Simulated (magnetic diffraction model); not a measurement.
# Which magnetic order? CeMn₈Al₂Pt₂

Space group Cmcm (no. 63), a = 8.3910 Å, b = 9.5890 Å, c = 8.4000 Å.

```
site  atom       x       y       z
  8d    Pt     1/4     3/4     1/2
  4c    Ce     1/2  0.8744     1/4
  8e    Mn  0.7325       0     1/2
  8f    Mn     1/2  0.8398  0.8968
  8g    Mn  0.8457  0.1297     3/4
  8g    Mn  0.2371  0.8603     3/4
  8f    Al     1/2  0.6259  0.4488
```

This is a made-up structure (elements placed in a structure type, unrelaxed), so the numbers test the method and describe no known phase.

Only Ce is taken to order (form factors of Ce3+); orders and moment sizes are assumed, and not adapted to the symmetry. Radiation: neutrons of λ = 4.2 Å, 3° to 100°; isotropic B of 0.28 Å² (Pt), 0.47 Å² (Ce), 0.49 Å² (Mn) and 0.61 Å² (Al). The intensities are simulated: I ∝ L Σ (|F_N|² + |F_M⊥|²) for unpolarised neutrons, with F_M = 2.695 fm/μB × Σ f(s) S exp(2πi Q·r) exp(−B s²) at Q = H ± k (one set where k and −k are equivalent), only the part normal to Q counting and L = 1/(sin²θ cos θ). For collinear order S is the moment m, which repeats by lattice and centring translations R with the sign exp(−2πi k·R). Form factors are spin-only for 3d ions and dipole or tabulated for f ions, scattering lengths are Sears's of 1992, and absorption is left out. A label names one of the reflections at its angle. The strongest nuclear line in the range is 100, and lines under 0.2 are left out.

Above the ordering temperature:

```csv
2θ (°),index,I
38.85,(1 1 0),3.6
49.17,(1 1 1),69.9
51.95,(0 2 0),58.3
60.00,(0 0 2),62.6
60.07,(2 0 0),0.5
60.57,(0 2 1),8.4
73.81,(1 1 2),45.1
83.32,(0 2 2),97.1
83.38,(2 2 0),100.0
89.34,(1 3 0),2.2
90.06,(2 0 2),64.6
90.56,(2 2 1),1.1
96.52,(1 3 1),13.8
```

Below it (cell unchanged):

| 2θ (°) | I |
| --- | --- |
| 34.95 | 0.6 |
| 38.85 | 3.6 |
| 41.16 | 0.2 |
| 46.04 | 1.2 |
| 49.17 | 69.9 |
| 51.11 | 2.1 |
| 51.95 | 58.3 |
| 55.31 | 0.3 |
| 60.00 | 62.6 |
| 60.07 | 0.5 |
| 60.57 | 8.4 |
| 63.60 | 1.5 |
| 67.83 | 0.3 |
| 73.81 | 45.1 |
| 75.87 | 0.4 |
| 78.80 | 1.1 |
| 78.87 | 0.2 |
| 83.32 | 97.1 |
| 83.38 | 100.0 |
| 89.34 | 2.2 |
| 90.06 | 64.6 |
| 90.36 | 0.9 |
| 90.56 | 1.1 |
| 96.52 | 13.8 |
| 97.11 | 0.9 |

**Question.** Check that the new lines index with k = (1/2 1/2 0), then choose among these models:
A. collinear moments along [101], 1.3 μB on Ce; signs + at (1/2, 0.8744, 1/4), − at (1/2, 0.1256, 3/4)
B. collinear moments along [101], 1.3 μB on Ce; signs + at (1/2, 0.8744, 1/4), + at (1/2, 0.1256, 3/4)
C. collinear moments along [110], 1.3 μB on Ce; signs + at (1/2, 0.8744, 1/4), + at (1/2, 0.1256, 3/4)
D. collinear moments along [110], 1.3 μB on Ce; signs + at (1/2, 0.8744, 1/4), − at (1/2, 0.1256, 3/4)

The new lines index as (1/2 1/2 1) at 34.95°, (3/2 -1/2 0) at 46.04°, (1/2 -3/2 1) at 51.11° and (3/2 -1/2 1) at 55.31°, that is as H ± k with k = (1/2 1/2 0), one of 2 inequivalent arms of its star (k and −k counted as one), which a powder can't tell apart. Half indices mean that the moments reverse under translations with k·R a half-integer, and the magnetic cell has twice the primitive volume.

Magnetic intensity, observed (below minus above) and for each model:

| 2θ (°) | index | observed | A | B | C | D |
| --- | --- | --- | --- | --- | --- | --- |
| 19.14 | (1/2 1/2 0) | <0.2 | 5.8 | 1.0 | <0.2 | <0.2 |
| 34.95 | (1/2 1/2 1) | 0.6 | 0.5 | 2.8 | 3.5 | 0.6 |
| 41.16 | (1/2 -3/2 0) | 0.2 | 0.3 | 1.7 | 1.4 | 0.2 |
| 46.04 | (3/2 -1/2 0) | 1.2 | 0.8 | <0.2 | 0.2 | 1.2 |
| 51.11 | (1/2 -3/2 1) | 2.1 | 1.9 | 0.3 | 0.3 | 2.1 |
| 55.31 | (3/2 -1/2 1) | 0.3 | <0.2 | 1.1 | 1.8 | 0.3 |
| 63.60 | (1/2 1/2 2) | 1.5 | 0.9 | <0.2 | 0.3 | 1.5 |
| 75.35 | (1/2 -3/2 2) | <0.2 | <0.2 | 0.8 | 1.2 | <0.2 |

Model D matches.

The absence at (1/2 1/2 0) is telling: Q lies nearly along the moments there, so the part normal to Q vanishes.

The structure used: k = (1/2 1/2 0), collinear moments along [110], 1.3 μB on Ce; signs + at (1/2, 0.8744, 1/4), − at (1/2, 0.1256, 3/4).

[Logs are printed without paths, hosts, clocks, repeated set-up lines and the standing remarks that a program may print on its own settings, such as how far it seeks lower states.]
